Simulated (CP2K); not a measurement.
Two runs for the C K edge of mercaptoacetaldehyde. Run A: CP2K XAS_TDP, all-electron GAPW, PBEh(45%), aug-cc-pVDZ, TDA, no relativity. Run B differs in one setting.

First lines with a strength over 0.0015. A:

```
                       atom  energy (eV)  states  strength, one atom
  C2 (bonded to C, O and H)       281.65       1              0.0687
                                  286.56       1              0.0131
                                  287.34       1              0.0027
                                  287.57       1              0.0044
                                  288.12       1              0.0016
C3 (bonded to C, S and 2 H)       283.22       1              0.0185
                                  284.40       1              0.0220
                                  284.92       1              0.0183
                                  285.73       1              0.0220
                                  286.01       1              0.0081
```

B:

```
                       atom  energy (eV)  states  strength, one atom
  C2 (bonded to C, O and H)       288.47       1              0.0671
                                  293.38       1              0.0128
                                  294.16       1              0.0027
                                  294.39       1              0.0043
                                  294.94       1              0.0015
C3 (bonded to C, S and 2 H)       289.05       1              0.0181
                                  290.22       1              0.0216
                                  290.75       1              0.0180
                                  291.55       1              0.0215
                                  291.83       1              0.0079
```

Question: Which was it: the functional, scalar relativity switched on, GW2X switched on, the basis?

GW2X switched on. GW2X shifts an atom's lines together and keeps their spacings. Against PBEh(45%) in aug-cc-pVDZ, the leading lines move by +6.82 eV (C2, to 288.47) and +5.83 eV (C3, to 289.05).

[Banner, clock and machine lines of the logs are left out without a mark of their own.]

[Logs are printed without paths, hosts, clocks, repeated set-up lines and the standing remarks that a program may print on its own settings, such as how far it seeks lower states.]

[Hosts, paths, dates, database ids (printed as entryN), source tags and the programs' standing remarks are cut or masked in the printed files.]
